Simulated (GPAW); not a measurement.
# Optical response of RbS3F (model structure), part 2 of 2

Wanted: where RbS3F (model structure) starts to absorb, how strongly, and its refractive index. The structure is a model built here, which may or may not match a known phase. It was built so: All Cl replaced by F and O replaced by S in the R3m structure of RbClO3. The cell given below was relaxed beforehand with Ansatz.

GPAW 26.7.0; DFT, RPBE, plane-wave PAW (GPAW data sets), scalar-relativistic, RPA, optical limit.

So far. Step 2 (Ground state): There is a gap, 1.89 eV on this mesh (points off the mesh can give less), so no carriers' term is needed.

**4. Dielectric function, RPA**

Transitions between filled and empty bands, summed over the zone, give the optical response, so mesh, band count and broadening shape it.

The induced potential is part of this response.

This step: DFT, RPBE, plane-wave PAW (GPAW data sets), scalar-relativistic, RPA, optical limit (GPAW 26.7.0).

The input, df.py:

```python
from gpaw.response.df import DielectricFunction

df = DielectricFunction('full.gpw', frequencies={'type': 'nonlinear', 'domega0': 0.03, 'omega2': 8},
                        ecut=50,
                        eta=0.2,
                        nbands=46,
                        txt='df.txt')
for direction in ['x', 'z']:
    df.get_dielectric_function(xc='RPA', direction=direction, filename=f'df_{direction}.csv')
```

The run is started by

```
$ OMP_NUM_THREADS=1 python df.py
```

Numbers of over 12 decimals in the logs are rounded to 6 here.

What it wrote:

```text
Using integrator: PointIntegrator
NonLinearFrequencyDescriptor(from 0.000 to 41.700 eV, 441 points)
Nonperiodic BCs:  [False False False]
Using integrator: PointIntegrator
NonLinearFrequencyDescriptor(from 0.000 to 41.700 eV, 441 points)
Nonperiodic BCs:  [False False False]

Calculating chi0 body with:
    Ground state adapter containing:
    Number of spins: 1
    Number of kpoints: 216
    Number of irreducible kpoints: 68
    Number of completely occupied states: 17
    Number of partially occupied states: 17

    Linear response parametrization:
    q_c: [0.0, 0.0, 0.0]
    Number of frequency points: 441
    Planewave cutoff: 50.0
    Number of bands: 46
    Number of planewaves: 161
    Broadening (eta): 0.2

Integrating chi0 body.

Symmetries of q_c:
    Direct symmetries (Uq -> q): 2
    Indirect symmetries (TUq -> q): 2
In total 4 allowed symmetries.

68 groups of equivalent kpoints. 68.518519% reduction.

Integral kind: spectral function

Calculating chi0 optical extensions with:
    Ground state adapter containing:
    Number of spins: 1
    Number of kpoints: 216
    Number of irreducible kpoints: 68
    Number of completely occupied states: 17
    Number of partially occupied states: 17

    Linear response parametrization:
    Number of frequency points: 441
    Planewave cutoff: 50.0
    Number of bands: 46
    Number of planewaves: 161
    Broadening (eta): 0.2
Integrating chi0 head and wings.

Symmetries of q_c:
    Direct symmetries (Uq -> q): 2
    Indirect symmetries (TUq -> q): 2
In total 4 allowed symmetries.

68 groups of equivalent kpoints. 68.518519% reduction.

Integral kind: spectral function wings
```

Wall time 52 s (1 thread of Intel Xeon 6975P-C (Granite Rapids), shared host); peak memory 0.8 GiB.

Read-outs, printed or worked out from the files:

* electronic dielectric constant ε∞, mean over x, y and z (by symmetry where fewer were run): 2.337
* main peak of Im epsilon, first axis: 4.377 eV

Values under the direct gap are tails of Lorentzian lines. Im ε against photon energy; read off at these points:

```
photon energy (eV)    E ∥ x    E ∥ z
             0.000        0        0
             0.250  0.00551  0.00132
             0.500   0.0113  0.00270
             0.750   0.0175  0.00419
             1.000   0.0248  0.00591
             1.250   0.0335  0.00801
             1.500   0.0448   0.0110
             1.750   0.0618   0.0162
             2.000   0.0914   0.0260
             2.250    0.118   0.0319
             2.500    0.159   0.0526
             2.750    0.269    0.104
             3.000    0.547    0.128
             3.250    0.918    0.114
             3.500     1.06    0.130
             3.750     1.39    0.176
             4.000     2.66    0.243
             4.250     3.04    0.292
             4.380     3.06    0.317
             4.500     3.00    0.296
             4.750     2.71    0.218
             5.000     1.86    0.227
             5.250     1.08    0.225
             5.500    0.725    0.256
             5.750    0.662    0.412
             6.000    0.667    0.495
             6.250    0.718    0.468
             6.500    0.878    0.515
             6.750    0.918    0.577
             7.000    0.894    0.721
             7.250    0.861    0.877
             7.500    0.928    0.977
             7.750     1.08    0.927
             8.000     1.11    0.870
             8.250    0.937    0.849
             8.500    0.897    0.901
             8.750    0.918     1.01
             9.000     1.12    0.914
             9.250     1.21    0.656
             9.500     1.18    0.612
             9.750     1.25    0.645
            10.000     1.40    0.667
            10.250     1.46    0.622
```

Table of Re ε by photon energy:

```csv
photon energy (eV),E ∥ x,E ∥ z
0.0,2.61,1.80
0.5,2.62,1.80
1.0,2.66,1.81
1.5,2.75,1.83
2.0,2.89,1.86
2.5,3.12,1.91
3.0,3.56,1.90
3.5,3.48,1.95
4.0,3.75,1.96
4.5,1.79,1.86
5.0,0.452,1.93
5.5,1.00,2.06
6.0,1.49,2.01
6.5,1.70,2.01
7.0,1.62,2.08
7.5,1.76,1.83
8.0,1.55,1.63
8.5,1.60,1.63
9.0,1.77,1.24
9.5,1.59,1.36
10.0,1.53,1.38
```

The loss function −Im 1/ε at q → 0 has structure finer than the step of the table below, so its rows give means over 0.5 eV, whole bins alone (the curve runs from 0 to 10.4 eV). Peaks (eV: height): E ∥ x 5.22: 0.693; E ∥ z 9.09: 0.393.

Values under the direct gap are tails of Lorentzian lines. The loss function −Im 1/ε at q → 0 by energy loss; means over each step:

```csv
energy loss (eV),E ∥ x,E ∥ z
0.5,0.00165,8.4e-4
1.0,0.00351,0.00182
1.5,0.00602,0.00337
2.0,0.0108,0.00720
2.5,0.0170,0.0158
3.0,0.0439,0.0331
3.5,0.0764,0.0354
4.0,0.128,0.0603
4.5,0.248,0.0781
5.0,0.514,0.0589
5.5,0.485,0.0641
6.0,0.251,0.109
6.5,0.237,0.116
7.0,0.256,0.149
7.5,0.241,0.222
8.0,0.298,0.254
8.5,0.268,0.270
9.0,0.260,0.363
9.5,0.300,0.285
10.0,0.325,0.288
```

Refractive index n and extinction k against photon energy:

| photon energy (eV) | n, E ∥ x | k, E ∥ x | n, E ∥ z | k, E ∥ z |
| --- | --- | --- | --- | --- |
| 0.0 | 1.61 | 0 | 1.34 | 0 |
| 0.5 | 1.62 | 0.00348 | 1.34 | 0.00100 |
| 1.0 | 1.63 | 0.00758 | 1.35 | 0.00219 |
| 1.5 | 1.66 | 0.0135 | 1.35 | 0.00405 |
| 2.0 | 1.70 | 0.0269 | 1.36 | 0.00952 |
| 2.5 | 1.77 | 0.0449 | 1.38 | 0.0190 |
| 3.0 | 1.89 | 0.145 | 1.38 | 0.0464 |
| 3.5 | 1.89 | 0.281 | 1.40 | 0.0467 |
| 4.0 | 2.04 | 0.652 | 1.40 | 0.0866 |
| 4.5 | 1.62 | 0.923 | 1.37 | 0.108 |
| 5.0 | 1.09 | 0.854 | 1.39 | 0.0816 |
| 5.5 | 1.06 | 0.342 | 1.44 | 0.0890 |
| 6.0 | 1.25 | 0.267 | 1.43 | 0.174 |
| 6.5 | 1.34 | 0.327 | 1.43 | 0.180 |
| 7.0 | 1.32 | 0.339 | 1.46 | 0.246 |
| 7.5 | 1.37 | 0.339 | 1.40 | 0.350 |
| 8.0 | 1.31 | 0.421 | 1.32 | 0.330 |
| 8.5 | 1.31 | 0.343 | 1.32 | 0.341 |
| 9.0 | 1.39 | 0.402 | 1.18 | 0.387 |
| 9.5 | 1.34 | 0.441 | 1.20 | 0.256 |
| 10.0 | 1.34 | 0.521 | 1.21 | 0.276 |

Values under the direct gap are tails of Lorentzian lines. Im ε, E ∥ x against photon energy; read off at these points:

```
photon energy (eV)  without local fields  with local fields
             0.000                     0                  0
             0.250               0.00937            0.00551
             0.500                0.0191             0.0113
             0.750                0.0297             0.0175
             1.000                0.0417             0.0248
             1.250                0.0560             0.0335
             1.500                0.0741             0.0448
             1.750                0.0995             0.0618
             2.000                 0.141             0.0914
             2.250                 0.183              0.118
             2.500                 0.253              0.159
             2.750                 0.418              0.269
             3.000                 0.845              0.547
             3.250                  1.65              0.918
             3.500                  1.82               1.06
             3.750                  2.10               1.39
             4.000                  3.75               2.66
             4.156                  4.07               3.03
             4.250                  4.02               3.04
             4.380                  3.98               3.06
             4.500                  3.91               3.00
             4.750                  3.81               2.71
             5.000                  2.85               1.86
             5.250                  2.78               1.08
             5.500                  4.65              0.725
             5.615                  5.06              0.661
             5.750                  4.47              0.662
             6.000                  2.92              0.667
             6.250                  2.14              0.718
             6.500                  2.30              0.878
             6.750                  2.20              0.918
             7.000                  2.44              0.894
             7.250                  2.77              0.861
             7.500                  3.06              0.928
             7.750                  3.58               1.08
             7.788                  3.60               1.10
             8.000                  3.08               1.11
             8.250                  3.01              0.937
             8.392                  3.27              0.899
             8.500                  3.05              0.897
             8.750                  1.98              0.918
             9.000                  1.64               1.12
             9.250                  1.82               1.21
             9.500                  1.95               1.18
             9.750                  1.93               1.25
            10.000                  1.62               1.40
            10.250                  1.49               1.46
```

Optical constants at common wavelengths, from n + ik = √ε:

```csv
wavelength (nm),n x,k x,R (%) x,1/α x,n z,k z,R (%) z,1/α z
1550,1.63,0.006,5.7,21 µm,1.34,0.002,2.2,73 µm
800,1.66,0.014,6.2,4.4 µm,1.35,0.004,2.3,15 µm
450,1.83,0.075,8.6,479 nm,1.39,0.038,2.7,947 nm
405,1.90,0.171,10.0,189 nm,1.38,0.046,2.6,706 nm
365,1.89,0.279,10.3,104 nm,1.39,0.043,2.7,679 nm
248,1.09,0.854,14.5,23 nm,1.39,0.082,2.8,242 nm
193,1.35,0.315,3.9,49 nm,1.43,0.181,3.7,85 nm
```

Below the direct gap, k and the depth come from the tails of the Lorentzian lines, not from transitions.

Rows near the edge hang on the gap, which this functional as a rule makes too small, and phonon-assisted absorption is left out.

At 1064 nm the birefringence n(z) − n(x) is -0.292: the crystal is uniaxial negative at this level.

**5. Results**

| Property | Result |
| --- | --- |
| electronic dielectric constant ε∞, mean over x, y and z (by symmetry where fewer were run) (RPA) | 2.34 |
| main peak of Im epsilon, first axis | 4.38 eV |

**Reading.** At this level (RPBE, RPA) RbS3F has a mean ε∞ = 2.34 and n = 1.63 at 1550 nm (E ∥ x), and Im ε peaks at 4.4 eV (E ∥ x). On the mesh the gap is 1.88 eV and the least direct gap 1.88 eV. Local fields change the static value along x from 3.61 to 2.61 (-28 %). Distinct maxima of Im ε, read by a parabola through the highest points, lie at 4.38 eV (3.1) and 7.93 eV (1.1) for E ∥ x. The static values by axis are 2.61 (x), 1.80 (z). At 1064 nm the birefringence n(z) − n(x) is -0.292: the crystal is uniaxial negative at this level. Excitons and phonon-assisted transitions are missing; RPBE gaps are as a rule too small, which pulls the onset down and ε∞ up. The sum runs over mesh points, so small or evenly spaced maxima can still be ripples of the mesh. The curves end at 10 eV, about where the summed bands run out. In this version of GPAW the matrix elements of the optical limit are incomplete, which can lower ε − 1 by up to a tenth where first-row anions or d states rule, and shift it by more in d metals. Besides steps told in other documents, this task had 2 runs with a known fault of program or setting; those not told in a step above aren't shown.

[Machine, clock and banner lines and Python warnings are left out of the logs.]

[Logs are printed without paths, hosts, clocks, repeated set-up lines and the standing remarks that a program may print on its own settings, such as how far it seeks lower states.]

[Hosts, paths, dates, database ids (printed as entryN), source tags and the programs' standing remarks are cut or masked in the printed files.]
